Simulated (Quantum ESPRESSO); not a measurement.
# Co(0001), stepped through the number of layers, part 3 of 10

What law, if any, do the results for Co(0001) follow against the number of layers?

Quantum ESPRESSO 7.5; plane-wave DFT, PBE, GBRV ultrasoft pseudopotentials.

So far. Step 2 (Variable-cell relaxation of the reference):  The last row is no step: it is a fresh SCF in the final cell with a new plane-wave basis, +2 meV from the row before.

## (4) Relaxation with pw.x, 4 layers

What the set-up leaves free in this member is relaxed.

System of this step: Co(0001), 4 layers. The cell holds 4 atoms: 4 Co. Cell: a = 2.491 Å, b = 2.491 Å, c = 21.895 Å, α = 90.0°, β = 90.0°, γ = 60.0°. It derives from Co. Vacuum lies along c.

Contents of m0.relax.in:

```
&control
  prefix = 'm0.relax'
  outdir = './out'
  pseudo_dir = './pseudo'
  nstep = 40
  forc_conv_thr = 0.001
  calculation = 'relax'
/
&system
  ibrav = 0
  nat = 4
  ntyp = 1
  ecutwfc = 40
  ecutrho = 200
  occupations = 'smearing'
  smearing = 'mv'
  degauss = 0.02
  nspin = 2
  starting_magnetization(1) = 0.28
/
&electrons
  conv_thr = 1e-08
  mixing_beta = 0.4
  electron_maxstep = 120
  mixing_mode = 'local-TF'
/
&ions
/
ATOMIC_SPECIES
  Co  58.9332  co_pbe_v1.2.uspp.F.UPF
CELL_PARAMETERS angstrom
  2.49074828400000 0.00000000000000 0.00000000000000
  1.24537414200000 2.15705128837650 0.00000000000000
  0.00000000000000 0.00000000000000 21.89535186963360
ATOMIC_POSITIONS crystal
  Co  0.666666666700 0.666666666700 0.361879111569
  Co  0.000000000000 0.000000000000 0.453959703856
  Co  0.666666666700 0.666666666700 0.546040296144
  Co  0.000000000000 0.000000000000 0.638120888431
K_POINTS automatic
  12 12 1 0 0 0
```

Started as:

```
$ OMP_NUM_THREADS=1 mpirun -n 4 pw.x -nk 4 -in m0.relax.in > m0.relax.out
```

The program printed:

```text
[banner, memory and clock lines left out]
Program PWSCF v.7.5 starts

          URL

     Message from routine setup:
     using ibrav=0 with symmetry is DISCOURAGED, use correct ibrav instead

     G-vector sticks info

     bravais-lattice index     =            0
     lattice parameter (alat)  =       4.7068  a.u.
     unit-cell volume          =     793.8507 (a.u.)^3
     number of atoms/cell      =            4
     number of atomic types    =            1
     number of electrons       =        68.00
     number of Kohn-Sham states=           41
     kinetic-energy cutoff     =      40.0000  Ry
     charge density cutoff     =     200.0000  Ry
     scf convergence threshold =      1.0E-08
     mixing beta               =       0.4000
     number of iterations used =            8  local-TF  mixing
     energy convergence thresh.=      1.0E-04
     force convergence thresh. =      1.0E-03
     Exchange-correlation= SLA  PW   PBE  PBE
                           (   1   4   3   4   0   0   0)
     nstep                     =           40

     celldm(1)=   4.706832  celldm(2)=   0.000000  celldm(3)=   0.000000
     celldm(4)=   0.000000  celldm(5)=   0.000000  celldm(6)=   0.000000

     crystal axes: (cart. coord. in units of alat)
               a(1) = (   1.000000   0.000000   0.000000 )
               a(2) = (   0.500000   0.866025   0.000000 )
               a(3) = (   0.000000   0.000000   8.790672 )

     reciprocal axes: (cart. coord. in units 2 pi/alat)
               b(1) = (  1.000000 -0.577350  0.000000 )
               b(2) = (  0.000000  1.154701  0.000000 )
               b(3) = (  0.000000  0.000000  0.113757 )

     PseudoPot. # 1 for Co read from file:
     ./pseudo/co_pbe_v1.2.uspp.F.UPF
     Pseudo is Ultrasoft + core correction, Zval = 17.0
     Generated by new atomic code, or converted to UPF format
     Using radial grid of  863 points,  6 beta functions with:
                l(1) =   0
                l(2) =   0
                l(3) =   1
                l(4) =   1
                l(5) =   2
                l(6) =   2
     Q(r) pseudized with  8 coefficients,  rinner =    1.200   1.200   1.200
                                                       1.200   1.200

     atomic species   valence    mass     pseudopotential
     Co               17.00    58.93320     Co( 1.00)

     Starting magnetic structure
     atomic species   magnetization
     Co              0.280

     12 Sym. Ops., with inversion, found ( 6 have fractional translation)

   Cartesian axes

     site n.     atom                  positions (alat units)
         1        Co     tau(   1) = (   1.0000000   0.5773503   3.1811607  )
         2        Co     tau(   2) = (   0.0000000   0.0000000   3.9906110  )
         3        Co     tau(   3) = (   1.0000000   0.5773503   4.8000613  )
         4        Co     tau(   4) = (   0.0000000   0.0000000   5.6095116  )

     number of k points=    19  Marzari-Vanderbilt smearing, width (Ry)=  0.0200
                       cart. coord. in units 2pi/alat
        k(    1) = (   0.0000000   0.0000000   0.0000000), wk =   0.0069444
        k(    2) = (   0.0000000   0.0962250   0.0000000), wk =   0.0416667
        k(    3) = (   0.0000000   0.1924501   0.0000000), wk =   0.0416667
        k(    4) = (   0.0000000   0.2886751   0.0000000), wk =   0.0416667
        k(    5) = (   0.0000000   0.3849002   0.0000000), wk =   0.0416667
        k(    6) = (   0.0000000   0.4811252   0.0000000), wk =   0.0416667
        k(    7) = (   0.0000000  -0.5773503   0.0000000), wk =   0.0208333
        k(    8) = (   0.0833333   0.1443376   0.0000000), wk =   0.0416667
        k(    9) = (   0.0833333   0.2405626   0.0000000), wk =   0.0833333
        k(   10) = (   0.0833333   0.3367877   0.0000000), wk =   0.0833333
        k(   11) = (   0.0833333   0.4330127   0.0000000), wk =   0.0833333
        k(   12) = (   0.0833333  -0.6254628   0.0000000), wk =   0.0833333
        k(   13) = (   0.1666667   0.2886751   0.0000000), wk =   0.0416667
        k(   14) = (   0.1666667   0.3849002   0.0000000), wk =   0.0833333
        k(   15) = (   0.1666667  -0.6735753   0.0000000), wk =   0.0833333
        k(   16) = (   0.1666667  -0.5773503   0.0000000), wk =   0.0416667
        k(   17) = (   0.2500000  -0.7216878   0.0000000), wk =   0.0416667
        k(   18) = (   0.2500000  -0.6254628   0.0000000), wk =   0.0833333
        k(   19) = (   0.3333333  -0.5773503   0.0000000), wk =   0.0138889

     Dense  grid:    38059 G-vectors     FFT dimensions: (  24,  24, 192)

     Smooth grid:    27251 G-vectors     FFT dimensions: (  24,  24, 180)

     Check: negative core charge=   -0.000029
     Generating pointlists ...
     new r_m :   0.4101 (alat units)  1.9304 (a.u.) for type    1

     Initial potential from superposition of free atoms

     starting charge      64.0000, renormalised to      68.0000

     negative rho (up, down):  5.781E-05 3.252E-05
     Starting wfcs are   52 randomized atomic wfcs

     per-process dynamical memory:    60.7 Mb

     Self-consistent Calculation

     iteration #  1     ecut=    40.00 Ry     beta= 0.40
     Davidson diagonalization with overlap
     ethr =  1.00E-02,  avg # of iterations =  8.7

     negative rho (up, down):  7.383E-02 2.075E-02

     total energy              =   -1184.07059640 Ry
     estimated scf accuracy    <     149.86714564 Ry

     total magnetization       =     6.11 Bohr mag/cell
     absolute magnetization    =     7.12 Bohr mag/cell

     iteration #  2     ecut=    40.00 Ry     beta= 0.40
     Davidson diagonalization with overlap
     ethr =  1.00E-02,  avg # of iterations =  6.0

     negative rho (up, down):  3.068E-02 6.909E-03

     total energy              =   -1193.66808164 Ry
     estimated scf accuracy    <       1.77912588 Ry

     total magnetization       =     8.24 Bohr mag/cell
     absolute magnetization    =     8.77 Bohr mag/cell

     iteration #  3     ecut=    40.00 Ry     beta= 0.40
     Davidson diagonalization with overlap
     ethr =  2.62E-03,  avg # of iterations =  2.7

     negative rho (up, down):  1.354E-02 2.403E-03

     total energy              =   -1193.82381358 Ry
     estimated scf accuracy    <       0.52510184 Ry

     total magnetization       =     7.23 Bohr mag/cell
     absolute magnetization    =     7.95 Bohr mag/cell

     iteration #  4     ecut=    40.00 Ry     beta= 0.40
     Davidson diagonalization with overlap
     ethr =  7.72E-04,  avg # of iterations =  2.4

     negative rho (up, down):  9.256E-06 3.950E-07

[...]
-53.4137 -53.4111 -53.3848 -53.3779 -53.2751 -53.2712 -53.2603 -53.2591
    -0.6137  -0.2623   0.1973   0.5113   0.9768   1.2211   1.5801   2.5688
     2.9344   2.9359   3.0688   3.4205   3.6372   4.2596   4.3700   4.7141
     4.8806   4.9404   5.0122   5.0959   5.1511   5.1949   6.2878   8.2592
    11.3063

          k = 0.0000-0.5774 0.0000 (  3404 PWs)   bands (ev):

   -90.1106 -90.1033 -89.9641 -89.9641 -53.6286 -53.6146 -53.5276 -53.5172
   -53.4184 -53.4161 -53.3890 -53.3822 -53.2772 -53.2725 -53.2643 -53.2630
    -0.2783  -0.0923   0.2321   0.3615   0.8785   1.1191   1.5904   2.5249
     2.8902   3.0961   3.1846   3.4008   3.9281   4.4013   4.7698   4.9521
     5.0665   5.1035   5.1236   5.2521   5.2596   5.9520   6.7063   7.7116
    11.2168

          k = 0.0833 0.1443 0.0000 (  3397 PWs)   bands (ev):

   -90.1497 -90.1297 -89.9928 -89.9925 -53.5952 -53.4970 -53.3897 -53.3894
   -53.3601 -53.3414 -53.2756 -53.2669 -53.2506 -53.2419 -53.2168 -53.2163
    -4.1354  -2.8865  -1.0588  -0.1198   1.8456   2.3419   2.3531   2.6038
     2.7247   2.7625   2.9747   3.0840   3.1582   3.3071   3.3824   3.3996
     3.4053   3.8972   3.9672   4.3255   4.4987   4.7913   4.9331   5.5357
     6.4557

          k = 0.0833 0.2406 0.0000 (  3381 PWs)   bands (ev):

   -90.1397 -90.1221 -89.9851 -89.9849 -53.5766 -53.5070 -53.4477 -53.4274
   -53.3792 -53.3587 -53.3033 -53.3020 -53.2691 -53.2574 -53.2322 -53.2312
    -3.2463  -2.0780  -0.3685   0.4610   1.5507   1.9730   2.0261   2.3076
     2.4013   2.6334   2.8703   3.1258   3.3573   3.3661   3.5573   3.6963
     3.8232   3.9916   4.1804   4.4067   4.6463   4.9520   4.9767   6.2940
     7.6891

          k = 0.0833 0.3368 0.0000 (  3385 PWs)   bands (ev):

   -90.1279 -90.1137 -89.9762 -89.9761 -53.5601 -53.5431 -53.5063 -53.4575
   -53.4014 -53.3794 -53.3569 -53.3428 -53.2684 -53.2663 -53.2495 -53.2483
    -2.0719  -1.1115   0.2034   0.8339   1.3461   1.6418   1.7264   2.2465
     2.4192   2.5959   2.8594   2.9914   3.2304   3.4504   3.9053   4.1068
     4.2435   4.3600   4.6307   4.6889   4.8078   5.0327   5.4194   7.2486
     9.1598

          k = 0.0833 0.4330 0.0000 (  3397 PWs)   bands (ev):

   -90.1172 -90.1068 -89.9685 -89.9685 -53.5894 -53.5788 -53.5255 -53.4862
   -53.4196 -53.3996 -53.3916 -53.3674 -53.2734 -53.2699 -53.2638 -53.2630
    -0.9073  -0.3607   0.3064   0.7187   1.1432   1.3802   1.5796   2.5148
     2.6204   2.8811   3.0343   3.1123   3.3844   3.4257   4.2610   4.4616
     4.5296   4.7962   4.8879   4.9996   5.2999   5.3640   6.2199   8.2823
    10.8183

          k = 0.0833-0.6255 0.0000 (  3400 PWs)   bands (ev):

   -90.1106 -90.1033 -89.9641 -89.9641 -53.6189 -53.6053 -53.5238 -53.5100
   -53.4283 -53.4158 -53.3970 -53.3798 -53.2766 -53.2733 -53.2721 -53.2705
    -0.2330  -0.0122   0.3000   0.5222   0.9594   1.2052   1.6085   2.5043
     2.6939   3.0058   3.0566   3.4313   3.6320   4.0189   4.3561   4.7760
     4.8704   4.9088   5.0408   5.1326   6.0584   6.0981   7.0705   8.2627
    11.3464

          k = 0.1667 0.2887 0.0000 (  3399 PWs)   bands (ev):

   -90.1295 -90.1148 -89.9774 -89.9773 -53.5601 -53.5306 -53.4960 -53.4483
   -53.4056 -53.3882 -53.3425 -53.3312 -53.2678 -53.2663 -53.2539 -53.2514
    -2.2339  -1.2155   0.2346   0.9704   1.4684   1.6275   1.8096   2.0904
     2.1403   2.4729   2.7173   2.9809   3.3591   3.4402   3.7503   4.0235
     4.1019   4.3522   4.6603   4.7338   4.7734   5.0324   5.4162   7.1466
     8.9554

          k = 0.1667 0.3849 0.0000 (  3399 PWs)   bands (ev):

   -90.1189 -90.1078 -89.9697 -89.9696 -53.5642 -53.5610 -53.5240 -53.4689
   -53.4324 -53.4162 -53.3773 -53.3543 -53.2798 -53.2795 -53.2675 -53.2657
    -1.0612  -0.3615   0.4987   1.0715   1.3910   1.4724   1.6633   2.1682
     2.2890   2.4543   2.7072   2.9539   3.1792   3.3317   4.0322   4.1360
     4.3588   4.7457   4.9315   4.9759   5.4153   5.5817   6.3142   8.2840
    10.5165

          k = 0.1667-0.6736 0.0000 (  3391 PWs)   bands (ev):

   -90.1106 -90.1033 -89.9641 -89.9641 -53.5942 -53.5838 -53.5197 -53.4923
   -53.4497 -53.4338 -53.3956 -53.3721 -53.2956 -53.2937 -53.2740 -53.2682
    -0.1203   0.1749   0.5056   0.8515   1.1987   1.3850   1.6136   2.3125
     2.4015   2.8173   2.9378   3.0435   3.1562   3.3685   4.1572   4.4664
     4.5665   4.8019   5.0077   5.1054   6.3177   6.6212   7.5968   9.2512
    11.7137

          k = 0.1667-0.5774 0.0000 (  3376 PWs)   bands (ev):

   -90.1073 -90.1019 -89.9620 -89.9620 -53.6061 -53.5933 -53.5106 -53.5092
   -53.4551 -53.4414 -53.3962 -53.3818 -53.3010 -53.2993 -53.2754 -53.2698
     0.1672   0.3396   0.5831   0.7508   1.0374   1.3475   1.6773   2.3211
     2.3722   2.8459   2.9367   3.2447   3.3641   3.4584   4.2135   4.7122
     4.7589   4.8232   4.8961   5.0533   7.2327   7.5418   8.2196   8.5600
    11.5820

          k = 0.2500-0.7217 0.0000 (  3405 PWs)   bands (ev):

   -90.1106 -90.1033 -89.9641 -89.9641 -53.5737 -53.5736 -53.5224 -53.4766
   -53.4627 -53.4539 -53.3872 -53.3651 -53.3112 -53.3068 -53.2733 -53.2671
    -0.0470   0.2808   0.6465   1.1308   1.2234   1.4989   1.6885   2.2077
     2.2380   2.5692   2.5962   2.9402   3.0437   3.2432   4.0272   4.2819
     4.4820   4.7620   5.0354   5.1032   6.4061   6.7915   7.7924   9.6765
    12.1738

          k = 0.2500-0.6255 0.0000 (  3370 PWs)   bands (ev):

   -90.1051 -90.1013 -89.9608 -89.9608 -53.5802 -53.5718 -53.5203 -53.4923
   -53.4758 -53.4735 -53.3867 -53.3777 -53.3311 -53.3258 -53.2741 -53.2694
     0.5412   0.6928   0.7624   1.0054   1.1865   1.4481   1.6323   2.1888
     2.1957   2.7472   2.7970   2.8476   2.8864   3.4005   4.0594   4.5476
     4.5995   4.7222   4.9142   5.0021   7.7787   8.3922   9.3228   9.8432
    11.8675

          k = 0.3333-0.5774 0.0000 (  3375 PWs)   bands (ev):

   -90.1019 -90.1019 -89.9596 -89.9596 -53.5558 -53.5558 -53.5447 -53.5072
   -53.4796 -53.4796 -53.3802 -53.3776 -53.3466 -53.3466 -53.2719 -53.2719
     0.8351   0.9743   1.0056   1.0056   1.1663   1.4296   1.4296   2.2285
     2.2285   2.6158   2.6570   2.8082   2.8082   3.4492   4.0400   4.6102
     4.6645   4.6645   4.8383   4.8383   9.4784   9.8929   9.8929  10.4617
    10.4617

     the Fermi energy is     3.7568 ev

!    total energy              =   -1193.85035308 Ry
     estimated scf accuracy    <          5.1E-11 Ry
     smearing contrib. (-TS)   =       0.00415185 Ry
     internal energy E=F+TS    =   -1193.85450493 Ry

     The total energy is F=E-TS. E is the sum of the following terms:
     one-electron contribution =   -9231.95614558 Ry
     hartree contribution      =    4623.23206385 Ry
     xc contribution           =    -130.61146138 Ry
     ewald contribution        =    3545.48103817 Ry

     total magnetization       =     6.86 Bohr mag/cell
     absolute magnetization    =     7.62 Bohr mag/cell

     convergence has been achieved in  11 iterations

     negative rho (up, down):  2.458E-05 1.351E-05

     Forces acting on atoms (cartesian axes, Ry/au):

     atom    1 type  1   force =     0.00000000    0.00000000    0.00177033
     atom    2 type  1   force =     0.00000000    0.00000000    0.00150658
     atom    3 type  1   force =     0.00000000    0.00000000   -0.00150658
     atom    4 type  1   force =     0.00000000    0.00000000   -0.00177033

     Total force =     0.003288     Total SCF correction =     0.000055
     Energy error            =      2.1E-05 Ry
     Gradient error          =      1.8E-03 Ry/Bohr

     number of scf cycles    =   5
     number of bfgs steps    =   4

     energy             old  =   -1193.8503322652 Ry
     energy             new  =   -1193.8503530790 Ry

     CASE: energy            _new < energy            _old

     new trust radius        =       0.0046032093 bohr
     new conv_thr            =            1.0E-10 Ry

ATOMIC_POSITIONS (crystal)
Co               0.6666666667        0.6666666667        0.3633178049
Co               0.0000000000        0.0000000000        0.4523797345
Co               0.6666666667        0.666666666
```

Elapsed: 10 min, on 4 MPI ranks of Arm Neoverse N1, shared host; peak memory 0.5 GiB.

The steps of the relaxation:

```csv
step,energy less that of the first step (eV),largest force (eV/Å)
1,0.0000,0.5422
2,-0.0151,0.3823
3,-0.0268,0.2011
4,-0.0322,0.0795
5,-0.0325,0.0455
6,-0.0328,0.0494
7,-0.0330,0.0424
8,-0.0333,0.0250
```

The atoms that moved most (Å):

```csv
atom,dx,dy,dz,length
Co1,0.000,0.000,0.038,0.038
Co4,0.000,0.000,-0.038,0.038
Co2,0.000,0.000,-0.030,0.030
Co3,0.000,0.000,0.030,0.030
```

Final coordinates:

```cif
data_structure
_symmetry_space_group_name_H-M 'P 1'
_symmetry_Int_Tables_number 1
_cell_length_a 2.4907
_cell_length_b 2.4907
_cell_length_c 21.8954
_cell_angle_alpha 90.000
_cell_angle_beta 90.000
_cell_angle_gamma 60.000
_cell_volume 117.64
loop_
_atom_site_label
_atom_site_type_symbol
_atom_site_fract_x
_atom_site_fract_y
_atom_site_fract_z
_atom_site_occupancy
Co1 Co 0.66667 0.66667 0.36362 1
Co2 Co 0.00000 0.00000 0.45258 1
Co3 Co 0.66667 0.66667 0.54742 1
Co4 Co 0.00000 0.00000 0.63638 1
```

The relaxation lowers the energy by 8 meV an atom.

Read from the output:

* free energy: -16243.1623 eV
* Fermi energy: 3.758 eV
* magnetization: 6.86 μB
* absolute magnetization: 7.61 μB
* site moments: 1.814, 1.775, 1.775, 1.814 μB

[end of part 3 of 10]

[Logs are printed without paths, hosts, clocks, repeated set-up lines and the standing remarks that a program may print on its own settings, such as how far it seeks lower states.]

[Hosts, paths, dates, database ids (printed as entryN), source tags and the programs' standing remarks are cut or masked in the printed files.]

[Maps of the electrostatic potential energy from Ansatz leave out the sawtooth potential of an applied field or a dipole correction, so their vacuum need not be flat; planar profiles and work functions include it.]
